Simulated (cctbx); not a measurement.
# From intensities to atoms

Cell a = 3.0920 Å, b = 3.0920 Å, c = 12.2900 Å, α = 90.00°, β = 90.00°, γ = 90.00°; space group I4/mmm (no. 139); content Cu2 Fe4 P4.

The data are simulated with cctbx, not measured: synchrotron X-rays, λ = 0.7749 Å, to d = 0.7 Å, 80 % of the full sphere, strongest reflection 70000 counts, noise from counting, a 3 % proportional error and a noise floor of 4 counts (s.d.); no absorption, and some extinction, which the refinements don't model.

Charge flipping in P1 on normalised amplitudes to 0.7 Å, δ = 1.1 σ, 30 % of the reflections treated as weak, 100 cycles:

```text
cycle      R  skewness
    0  0.501     0.35
    8  0.440     2.62
   16  0.407     3.13
   24  0.386     3.32
   32  0.367     3.21
   40  0.358     3.13
   48  0.368     3.21
   56  0.363     3.07
   64  0.341     3.07
   72  0.357     3.03
   80  0.353     3.03
   88  0.353     2.97
   96  0.343     3.14
origin shift          correlation  skewness
 0.241  0.953  0.043      0.994      6.73
 0.241  0.953  0.210      0.994      6.47
 0.241  0.953  0.376      0.994      6.40
 0.239  0.454  0.211      0.954      3.27
taken: symmetry correlation 0.994, skewness 6.73
peak      x       y       z  mult  height/sigma
Q1    0.0000  0.0000  0.0000    2     14.8
Q2    0.0000  0.0000  0.3282    4     13.1
Q3    0.0000  0.0000  0.1655    4      3.9
Q4    0.0000  0.0000  0.5000    2      3.5
Q5    0.0000  0.0000  0.0861    4      0.8
Q6    0.0000  0.3416  0.4417   16      0.7
Q7    0.0000  0.2379  0.3722   16      0.7
Q8    0.2428  0.2428  0.0000    8      0.5
```

The origin is taken among those within 0.04 of the best correlation, by the skewness of the map.

It took 0.51 s on 1 thread of Arm Neoverse N1, on a shared host, peak memory 0.07 GiB.

**Question.** Which peaks are atoms, and which elements?

Heights go roughly as Z and multiplicities must add up to the content. First model: Q1 = Cu1 (2 in the cell, height 14.8), Q2 = Fe1 (4 in the cell, height 13.1) and Q3 = P1 (4 in the cell, height 3.9). Against the true structure, Q1 is Cu, Q2 is Fe and Q3 is P; the other peaks are not atoms.

Least squares on F², isotropic:

```text
Rint 0.025, 77 unique reflections to 0.70 A
cycle     R1     wR2    GooF  max shift (A)
   1  0.3612  0.7340  42.949   0.07157
   3  0.0277  0.0784   4.589   0.00002
final R1 0.0277 wR2 0.0784 GooF 4.589  parameters 5  data/parameter 15.4
atom        x        y        z      Ueq    occ   su(xyz)  su(Uiso or U11)
Cu1    0.00000  0.00000  0.00000   0.0156  1.000  0.00000  0.0005
Fe1    0.00000  0.00000  0.33470   0.0137  1.000  0.00007  0.0004
P1     0.00000  0.00000  0.15766   0.0125  1.000  0.00013  0.0005
difference map: max 1.02 min -2.79 rms 0.25
Q1    0.1019  0.1019  0.0000    8    1.04  0.45 A from Cu1
Q2    0.0000  0.0000  0.2571    4    0.41  0.95 A from Fe1
Q3    0.1104  0.1104  0.3328   16    0.34  0.48 A from Fe1
Q4    0.0000  0.0000  0.1993    4    0.34  0.51 A from P1
Q5    0.0000  0.0000  0.4108    4    0.33  0.94 A from Fe1
```

Anisotropic refinement:

```text
Rint 0.025, 77 unique reflections to 0.70 A
cycle     R1     wR2    GooF  max shift (A)
   1  0.0277  0.0784   4.689   0.00090
   2  0.0145  0.0229   1.368   0.00000
final R1 0.0145 wR2 0.0229 GooF 1.368  parameters 8  data/parameter 9.6
atom        x        y        z      Ueq    occ   su(xyz)  su(Uiso or U11)
Cu1    0.00000  0.00000  0.00000   0.0154  1.000  0.00000  0.0002
Fe1    0.00000  0.00000  0.33464   0.0136  1.000  0.00002  0.0001
P1     0.00000  0.00000  0.15773   0.0126  1.000  0.00004  0.0002
difference map: max 0.16 min -1.42 rms 0.15
Q1    0.0000  0.2814  0.2000   16    0.17  1.01 A from P1
Q2    0.0000  0.3034  0.4590   16    0.16  1.74 A from Cu1
Q3    0.1778  0.1778  0.1220   16    0.13  0.89 A from P1
Q4    0.1675  0.1675  0.2140   16    0.13  1.01 A from P1
Q5    0.0000  0.2860  0.0596   16    0.12  1.15 A from Cu1
Q6    0.0000  0.2675  0.4042   16    0.11  1.19 A from Fe1
```

**Reading.** The refinement ends at R1 = 0.0145, wR2 = 0.0229, GooF = 1.37, with difference density between -1.42 and 0.16 e/Å³. Every site matches the true model in element, within 0.001 Å r.m.s., up to an allowed shift of origin.

True model:

```csv
atom,mult.,x,y,z,Ueq (Å²)
Cu1,2,0,0,0,0.0158
Fe1,4,0,0,0.3346,0.0139
P1,4,1/2,1/2,0.3422,0.0131
```

The model was made for the exercise: a known structure type with other elements put in, its volume estimated, not relaxed; displacement parameters are assumed.

[Middle refinement cycles are left out of these outputs.]

[Logs are printed without paths, hosts, clocks, repeated set-up lines and the standing remarks that a program may print on its own settings, such as how far it seeks lower states.]
